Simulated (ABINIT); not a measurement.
# A GW chain in ABINIT: CdF2 (Fm-3m), part 2 of 3

How does a plane-wave GW calculation on CdF2 (Fm-3m) run from the first input to the gap?

ABINIT 10.8.3; PBE and many-body steps on it, plane waves. Known limits of the many-body steps: not at the basis limit; d shell near the gap, gap tends to lie low; no spin-orbit coupling; coarse k mesh.

So far. Step 2 (Ground state): The gap is indirect, with the least direct gap 0.48 eV higher.

## Step 3: Bands along the symmetry lines

Level of this step: DFT, PBE, plane waves, norm-conserving pseudopotentials (ABINIT).

Levels along a band path, at the cheap level, show where the edges lie and whether the meshes to come will hold them.

run.abi

```
acell 3*1.0 Angstrom
rprim 
  0.000000000000 2.694000000000 2.694000000000
  2.694000000000 0.000000000000 2.694000000000
  2.694000000000 2.694000000000 -0.000000000000
ntypat 2
znucl 48 9
natom 3
typat 1 2 2
xred 
  0.000000000000 0.000000000000 0.000000000000
  0.250000000000 0.250000000000 0.250000000000
  0.750000000000 0.750000000000 0.750000000000
pp_dirpath "pseudos"
pseudos "Cd.upf, F.upf"
ecut 47
iscf -2
irdden 1
kptopt 0
nkpt 50
kpt 
  0.00000000 0.00000000 0.00000000
  0.06250000 0.00000000 0.06250000
  0.12500000 0.00000000 0.12500000
  0.18750000 0.00000000 0.18750000
  0.25000000 0.00000000 0.25000000
  0.31250000 0.00000000 0.31250000
  0.37500000 0.00000000 0.37500000
  0.43750000 0.00000000 0.43750000
  0.50000000 0.00000000 0.50000000
  0.51562500 0.03125000 0.51562500
  0.53125000 0.06250000 0.53125000
  0.54687500 0.09375000 0.54687500
  0.56250000 0.12500000 0.56250000
  0.57812500 0.15625000 0.57812500
  0.59375000 0.18750000 0.59375000
  0.60937500 0.21875000 0.60937500
  0.62500000 0.25000000 0.62500000
  0.37500000 0.37500000 0.75000000
  0.32812500 0.32812500 0.65625000
  0.28125000 0.28125000 0.56250000
  0.23437500 0.23437500 0.46875000
  0.18750000 0.18750000 0.37500000
  0.14062500 0.14062500 0.28125000
  0.09375000 0.09375000 0.18750000
  0.04687500 0.04687500 0.09375000
  0.00000000 0.00000000 0.00000000
  0.06250000 0.06250000 0.06250000
  0.12500000 0.12500000 0.12500000
  0.18750000 0.18750000 0.18750000
  0.25000000 0.25000000 0.25000000
  0.31250000 0.31250000 0.31250000
  0.37500000 0.37500000 0.37500000
  0.43750000 0.43750000 0.43750000
  0.50000000 0.50000000 0.50000000
  0.50000000 0.46875000 0.53125000
  0.50000000 0.43750000 0.56250000
  0.50000000 0.40625000 0.59375000
  0.50000000 0.37500000 0.62500000
  0.50000000 0.34375000 0.65625000
  0.50000000 0.31250000 0.68750000
  0.50000000 0.28125000 0.71875000
  0.50000000 0.25000000 0.75000000
  0.50000000 0.21875000 0.71875000
  0.50000000 0.18750000 0.68750000
  0.50000000 0.15625000 0.65625000
  0.50000000 0.12500000 0.62500000
  0.50000000 0.09375000 0.59375000
  0.50000000 0.06250000 0.56250000
  0.50000000 0.03125000 0.53125000
  0.50000000 0.00000000 0.50000000
istwfk *1
nband 24
nbdbuf 2
tolwfr 1e-08
nstep 40
prtwf 0
prtvol 0
indata_prefix "in"
outdata_prefix "out"
tmpdata_prefix "tmp"
```

Launch:

```console
> OMP_NUM_THREADS=1 mpirun -n 8 abinit run.abi > log
```

Numbers of over 12 decimals in the logs are rounded to 6 here.

What it wrote:

```text
.Version 10.8.3 of ABINIT. v10.8.2 released Aug 2026.

 Symmetries : space group Fm -3 m (#225); Bravais cF (face-center cubic)
[... echo of the input left out ...]
== DATASET  1 ==================================================================
-   mpi_nproc: 8, omp_nthreads: 1 (-1 if OMP is not activated)

--- !DatasetInfo
iteration_state: {dtset: 1, }
dimensions: {natom: 3, nkpt: 50, mband: 24, nsppol: 1, nspinor: 1, nspden: 1, mpw: 4092, }
cutoff_energies: {ecut:  47.0, pawecutdg:  -1.0, }
electrons: {nelect:   3.40000000E+01, charge:   0.00000000E+00, occopt:   1.00000000E+00, tsmear:   1.00000000E-02, }

 Real(R)+Recip(G) space primitive vectors, cartesian coordinates (Bohr,Bohr^-1):
 R(1)=  0.0000000  5.0909222  5.0909222  G(1)= -0.0982140  0.0982140  0.0982140
 R(2)=  5.0909222  0.0000000  5.0909222  G(2)=  0.0982140 -0.0982140  0.0982140
 R(3)=  5.0909222  5.0909222  0.0000000  G(3)=  0.0982140  0.0982140 -0.0982140
 Unit cell volume ucvol=  2.6388784E+02 bohr^3
 Angles (23,13,12)=  6.00000000E+01  6.00000000E+01  6.00000000E+01 degrees

 getcut: wavevector=  0.0000  0.0000  0.0000  ngfft=  48  48  48
         ecut(hartree)=     47.000   => boxcut(ratio)=   2.16031

--- Pseudopotential description ------------------------------------------------
- Cd Generated using ONCVPSP code by D. R. Hamann
- 48.00000  20.00000  171031                  znucl, zion, pspdat
12 -101130 2 -1 1368                          pspcod,pspxc,lmax,lloc,mmax
     nproj     2     2     2
  pspatm : epsatm=   23.16453630
         --- l  ekb(1:nproj) -->
             0   51.917189    3.534234
             1    8.636196    1.282240
             2    0.687672   -0.678465
 pspatm: atomic psp has been read  and splines computed

- F Generated using ONCVPSP code by D. R. Hamann
-  9.00000   7.00000  171031                  znucl, zion, pspdat
12 -101130 2 -1 832                           pspcod,pspxc,lmax,lloc,mmax
     nproj     2     2     1
  pspatm : epsatm=    4.87625608
         --- l  ekb(1:nproj) -->
[...]
2   -2.441503
 pspatm: atomic psp has been read  and splines computed

--------------------------------------------------------------------------------

================================================================================
 prteigrs : about to open file out_EIG
 Non-SCF case, kpt    1 (  0.00000  0.00000  0.00000), residuals and eigenvalues=
  3.62E-09  1.81E-09  3.35E-09  6.19E-09  2.01E-09  4.78E-09  2.07E-09  4.45E-09
  6.24E-09  5.89E-09  2.06E-09  4.32E-09  7.03E-09  6.90E-09  7.38E-09  5.66E-09
  4.69E-09  5.51E-09  1.30E-09  3.34E-09  6.62E-09  4.59E-09  1.26E-06  2.56E-06
 -3.5024E+00 -2.0727E+00 -2.0727E+00 -2.0727E+00 -6.4666E-01 -6.0621E-01
 -9.0304E-02 -9.0304E-02 -9.0304E-02 -4.6198E-02 -4.6198E-02  7.9483E-02
  7.9483E-02  7.9483E-02  9.7004E-02  9.7004E-02  9.7004E-02  2.3002E-01
[...]
Non-SCF case, kpt    2 (  0.06250  0.00000  0.06250), residuals and eigenvalues=
[...]
Non-SCF case, kpt    3 (  0.12500  0.00000  0.12500), residuals and eigenvalues=
[...]
Non-SCF case, kpt   49 (  0.50000  0.03125  0.53125), residuals and eigenvalues=
[...]
Non-SCF case, kpt   50 (  0.50000  0.00000  0.50000), residuals and eigenvalues=
[...]
7.1731E-03  7.1731E-03  9.6579E-02  1.1195E-01  1.1195E-01  4.1054E-01
  4.7198E-01  5.5489E-01  6.4064E-01  6.4064E-01  8.3174E-01  8.9012E-01

--- !ResultsGS
iteration_state: {dtset: 1, }
comment   : Summary of ground state results
lattice_vectors:
- [  0.0000000,   5.0909222,   5.0909222, ]
- [  5.0909222,   0.0000000,   5.0909222, ]
- [  5.0909222,   5.0909222,  -0.0000000, ]
lattice_lengths: [   7.19965,    7.19965,    7.19965, ]
lattice_angles: [ 60.000,  60.000,  60.000, ] # degrees, (23, 13, 12)
lattice_volume:   2.6388784E+02
convergence: {deltae:  0.000E+00, res2:  0.000E+00, residm:  9.995E-09, diffor:  0.000E+00, }
etotal    :  -2.24713089E+02
entropy   :   0.00000000E+00
fermie    :   1.14494563E-01
cartesian_stress_tensor: null
pressure_GPa: null
xred      :
- [  0.0000E+00,   0.0000E+00,   0.0000E+00, Cd]
- [  2.5000E-01,   2.5000E-01,   2.5000E-01,  F]
- [  7.5000E-01,   7.5000E-01,   7.5000E-01,  F]
cartesian_forces: null
force_length_stats: {min: null, max: null, mean: null, }

 Integrated electronic density in atomic spheres:
 ------------------------------------------------
 Atom  Sphere_radius  Integrated_density
[...]
================================================================================

 ----iterations are completed or convergence reached----

 Mean square residual over all n,k,spin=   43.580E-10; max=  99.950E-10
 reduced coordinates (array xred) for    3 atoms
[...]
0.250000000000      0.250000000000      0.250000000000
       0.750000000000      0.750000000000      0.750000000000

 cartesian coordinates (angstrom) at end:
    1      0.000000     0.000000     0.000000
    2      1.347000     1.347000     1.347000
    3      4.041000     4.041000     4.041000
 length scales=  1.889726125908  1.889726125908  1.889726125908 bohr
              =  1.000000000000  1.000000000000  1.000000000000 angstroms
 prteigrs : about to open file out_EIG
 Eigenvalues (hartree) for nkpt=  50  k points:
 kpt#   1, nband= 24, wtk=  1.00000, kpt=  0.0000  0.0000  0.0000 (reduced coord)
[...]
kpt#   2, nband= 24, wtk=  1.00000, kpt=  0.0625  0.0000  0.0625 (reduced coord)
[...]
kpt#   3, nband= 24, wtk=  1.00000, kpt=  0.1250  0.0000  0.1250 (reduced coord)
[...]
kpt#  49, nband= 24, wtk=  1.00000, kpt=  0.5000  0.0313  0.5313 (reduced coord)
[...]
kpt#  50, nband= 24, wtk=  1.00000, kpt=  0.5000  0.0000  0.5000 (reduced coord)
[...]
-0.05535   -0.04199   -0.03565    0.00218    0.00717    0.00717    0.09658    0.11195
   0.11195    0.41054    0.47198    0.55489    0.64064    0.64064    0.83174    0.89012

== END DATASET(S) ==============================================================
================================================================================

 -outvars: echo values of variables after computation  --------
            nband          24
             nkpt          50
          spgroup         225
 [... the other variables as echoed above ...]

 Calculation completed.
```

Wall time 8.6 s (8 MPI ranks of AMD EPYC 9R45, shared host); peak memory 0.65 GiB; 67 s of CPU time.

Numbers from this step:

```yaml
gap: 3.124 eV
k_of_the_valence_top: 0.5, 0.25, 0.75
k_of_the_conduction_bottom: 0, 0, 0
least_direct_gap: 3.620 eV
```

The gap is 3.124 eV, −0.020 eV from the run before at this level.

The electronic bands at the labelled points (eV, zero at the top of the highest filled band):

```
    point  band 14  band 15  band 16  band 17  band 18  band 19  band 20  band 21
        Γ    -0.97    -0.50    -0.50    -0.50     3.12    12.74    12.74    12.74
  halfway    -1.83    -0.50    -0.31    -0.31     5.33    10.70    13.59    13.59
        X    -2.94    -0.51    -0.09    -0.09     8.04     9.71    11.96    14.30
  halfway    -2.67    -0.56    -0.23    -0.12     8.05    10.01    11.76    14.25
        U    -2.30    -0.95    -0.35    -0.20     7.99    10.79    11.16    14.50
jump to K    -2.30    -0.95    -0.35    -0.20     7.99    10.79    11.16    14.50
  halfway    -1.42    -1.14    -0.44    -0.41     5.62    10.69    13.12    14.00
        Γ    -0.97    -0.50    -0.50    -0.50     3.12    12.74    12.74    12.74
  halfway    -1.36    -1.12    -0.45    -0.45     4.99    10.84    13.56    13.56
        L    -1.83    -1.83    -0.39    -0.39     7.20     9.18    14.53    14.53
  halfway    -1.85    -1.49    -0.47    -0.24     7.58     9.86    12.99    13.97
        W    -1.52    -1.52    -0.60     0.00     8.10    11.53    11.72    11.72
  halfway    -2.48    -0.56    -0.53    -0.04     8.07    10.29    11.71    13.39
        X    -2.94    -0.51    -0.09    -0.09     8.04     9.71    11.96    14.30
```

The electronic bands as a text plot (rows in eV, shown from -4.8 to 9.1 only):

```
    8.8 |
    8.3 |            ++++++                              ++++++++
    7.7 |          ++      +                         ++++
    7.1 |         +         ++                  +++++
    6.5 |                     ++               +
    5.9 |       ++                           ++
    5.4 |     ++                +
    4.8 |    +                   ++         +
    4.2 |                          ++      +
    3.6 |  ++                        +   ++
    3.1 |++                           +++
    2.5 |
    1.9 |
    1.3 |
    0.7 |
    0.2 |          *****                                *********
   -0.4 |********************************************************
   -1.0 |****            **     *************              **
   -1.6 |  *****           **********    *******************
   -2.2 |    *****       *****   **         *   ********    *
   -2.7 |       ***********     *            ********   *********
   -3.3 |          *************                     ************
   -3.9 |          ****                          ****          **
   -4.5 |********************************************************
         Γ           X  U|K            Γ         L        W     X
```

## Step 4: Empty states on the mesh, 4×4×4 mesh, 88 bands

The sums over transitions need many empty states on a uniform mesh; this step solves for them.

run.abi

```
acell 3*1.0 Angstrom
rprim 
  0.000000000000 2.694000000000 2.694000000000
  2.694000000000 0.000000000000 2.694000000000
  2.694000000000 2.694000000000 -0.000000000000
ntypat 2
znucl 48 9
natom 3
typat 1 2 2
xred 
  0.000000000000 0.000000000000 0.000000000000
  0.250000000000 0.250000000000 0.250000000000
  0.750000000000 0.750000000000 0.750000000000
pp_dirpath "pseudos"
pseudos "Cd.upf, F.upf"
ecut 47
ngkpt 4 4 4
nshiftk 1
shiftk 0 0 0
kptopt 1
chksymbreak 0
iscf -2
irdden 1
istwfk *1
nband 88
nbdbuf 8
tolwfr 1e-09
nstep 60
prtvol 0
indata_prefix "in"
outdata_prefix "out"
tmpdata_prefix "tmp"
```

What it wrote:

```text
.Version 10.8.3 of ABINIT. v10.8.2 released Aug 2026.

 Symmetries : space group Fm -3 m (#225); Bravais cF (face-center cubic)
[... echo of the input left out ...]
== DATASET  1 ==================================================================
-   mpi_nproc: 8, omp_nthreads: 1 (-1 if OMP is not activated)

--- !DatasetInfo
iteration_state: {dtset: 1, }
dimensions: {natom: 3, nkpt: 8, mband: 88, nsppol: 1, nspinor: 1, nspden: 1, mpw: 4092, }
cutoff_energies: {ecut:  47.0, pawecutdg:  -1.0, }
electrons: {nelect:   3.40000000E+01, charge:   0.00000000E+00, occopt:   1.00000000E+00, tsmear:   1.00000000E-02, }

 Real(R)+Recip(G) space primitive vectors, cartesian coordinates (Bohr,Bohr^-1):
 R(1)=  0.0000000  5.0909222  5.0909222  G(1)= -0.0982140  0.0982140  0.0982140
 R(2)=  5.0909222  0.0000000  5.0909222  G(2)=  0.0982140 -0.0982140  0.0982140
 R(3)=  5.0909222  5.0909222  0.0000000  G(3)=  0.0982140  0.0982140 -0.0982140
 Unit cell volume ucvol=  2.6388784E+02 bohr^3
 Angles (23,13,12)=  6.00000000E+01  6.00000000E+01  6.00000000E+01 degrees

 getcut: wavevector=  0.0000  0.0000  0.0000  ngfft=  48  48  48
         ecut(hartree)=     47.000   => boxcut(ratio)=   2.16031

--- Pseudopotential description ------------------------------------------------
- Cd Generated using ONCVPSP code by D. R. Hamann
- 48.00000  20.00000  171031                  znucl, zion, pspdat
12 -101130 2 -1 1368                          pspcod,pspxc,lmax,lloc,mmax
     nproj     2     2     2
  pspatm : epsatm=   23.16453630
         --- l  ekb(1:nproj) -->
             0   51.917189    3.534234
             1    8.636196    1.282240
             2    0.687672   -0.678465
 pspatm: atomic psp has been read  and splines computed

- F Generated using ONCVPSP code by D. R. Hamann
-  9.00000   7.00000  171031                  znucl, zion, pspdat
12 -101130 2 -1 832                           pspcod,pspxc,lmax,lloc,mmax
     nproj     2     2     1
  pspatm : epsatm=    4.87625608
         --- l  ekb(1:nproj) -->
[...]
2   -2.441503
 pspatm: atomic psp has been read  and splines computed

--------------------------------------------------------------------------------

================================================================================
 prteigrs : about to open file out_EIG
 Non-SCF case, kpt    1 (  0.00000  0.00000  0.00000), residuals and eigenvalues=
  8.45E-10  2.81E-10  3.31E-10  2.94E-10  1.60E-10  9.60E-11  2.09E-10  2.57E-10
  4.15E-10  1.57E-10  7.84E-10  2.10E-10  1.47E-10  2.84E-10  2.03E-10  2.10E-10
  3.22E-10  2.12E-10  1.39E-10  3.94E-10  9.96E-10  1.62E-10  1.16E-10  1.76E-10
[...]
-3.5024E+00 -2.0727E+00 -2.0727E+00 -2.0727E+00 -6.4666E-01 -6.0621E-01
 -9.0304E-02 -9.0304E-02 -9.0304E-02 -4.6198E-02 -4.6198E-02  7.9483E-02
  7.9483E-02  7.9483E-02  9.7004E-02  9.7004E-02  9.7004E-02  2.3002E-01
[...]
2.7107E+00  2.7695E+00  2.8308E+00  2.8308E+00  2.8616E+00  2.8616E+00
  2.8616E+00  2.8913E+00  2.8913E+00  2.8913E+00  2.9225E+00  3.0087E+00
  3.3387E+00  3.3387E+00  3.3388E+00  3.4432E+00
 prteigrs : prtvol=0 or 1, do not print more k-points.

--- !ResultsGS
iteration_state: {dtset: 1, }
comment   : Summary of ground state results
lattice_vectors:
- [  0.0000000,   5.0909222,   5.0909222, ]
- [  5.0909222,   0.0000000,   5.0909222, ]
- [  5.0909222,   5.0909222,  -0.0000000, ]
lattice_lengths: [   7.19965,    7.19965,    7.19965, ]
lattice_angles: [ 60.000,  60.000,  60.000, ] # degrees, (23, 13, 12)
lattice_volume:   2.6388784E+02
convergence: {deltae:  0.000E+00, res2:  0.000E+00, residm:  9.963E-10, diffor:  0.000E+00, }
etotal    :  -2.24713089E+02
entropy   :   0.00000000E+00
fermie    :   1.14494563E-01
cartesian_stress_tensor: null
pressure_GPa: null
xred      :
- [  0.0000E+00,   0.0000E+00,   0.0000E+00, Cd]
- [  2.5000E-01,   2.5000E-01,   2.5000E-01,  F]
- [  7.5000E-01,   7.5000E-01,   7.5000E-01,  F]
cartesian_forces: null
force_length_stats: {min: null, max: null, mean: null, }

 Integrated electronic density in atomic spheres:
 ------------------------------------------------
 Atom  Sphere_radius  Integrated_density
[...]
================================================================================

 ----iterations are completed or convergence reached----

 Mean square residual over all n,k,spin=   41.456E-11; max=  99.629E-11
 reduced coordinates (array xred) for    3 atoms
[...]
0.250000000000      0.250000000000      0.250000000000
       0.750000000000      0.750000000000      0.750000000000

 cartesian coordinates (angstrom) at end:
    1      0.000000     0.000000     0.000000
    2      1.347000     1.347000     1.347000
    3      4.041000     4.041000     4.041000
 length scales=  1.889726125908  1.889726125908  1.889726125908 bohr
              =  1.000000000000  1.000000000000  1.000000000000 angstroms
 prteigrs : about to open file out_EIG
 Eigenvalues (hartree) for nkpt=   8  k points:
 kpt#   1, nband= 88, wtk=  0.01563, kpt=  0.0000  0.0000  0.0000 (reduced coord)
[...]
2.71069    2.76949    2.83078    2.83078    2.86162    2.86162    2.86162    2.89129
   2.89129    2.89129    2.92253    3.00871    3.33869    3.33870    3.33878    3.44324
 prteigrs : prtvol=0 or 1, do not print more k-points.

== END DATASET(S) ==============================================================
================================================================================

 -outvars: echo values of variables after computation  --------
            nband          88
             nkpt           8
          spgroup         225
 [... the other variables as echoed above ...]

 Calculation completed.
```

The job ended after 8.2 s (8 MPI ranks; peak memory 0.65 GiB; 64 s of CPU time).

Numbers from this step:

* gap: 3.124 eV
* k of the valence top: -0.25, 0.5, 0.25
* k of the conduction bottom: 0, 0, 0
* least direct gap: 3.620 eV
* k points computed: 8
* lowest point of the top converged band, above the valence top: 74.2572 eV

On this mesh the gap is 3.124 eV.

(Continued in part 3 of 3.)

[Paths, hosts, dates, memory and timing lines, banners, echoed tables and standing remarks are left out of the program output.]

[Logs are printed without paths, hosts, clocks, repeated set-up lines and the standing remarks that a program may print on its own settings, such as how far it seeks lower states.]

[Runs of the session that timed out or met a known fault of the program may be left out.]

[Hosts, paths, dates, database ids (printed as entryN), source tags and the programs' standing remarks are cut or masked in the printed files.]

[G0W0 gaps are taken among the corrected bands and points alone; a level outside them can change the order at an edge.]

[Where Ansatz stands beside ABINIT at settings called matched, ABINIT's density can come from a denser mesh and the files from another edition; pairs whose starting gaps differed by over 0.03 eV were left out, so agreement reads better than it is.]
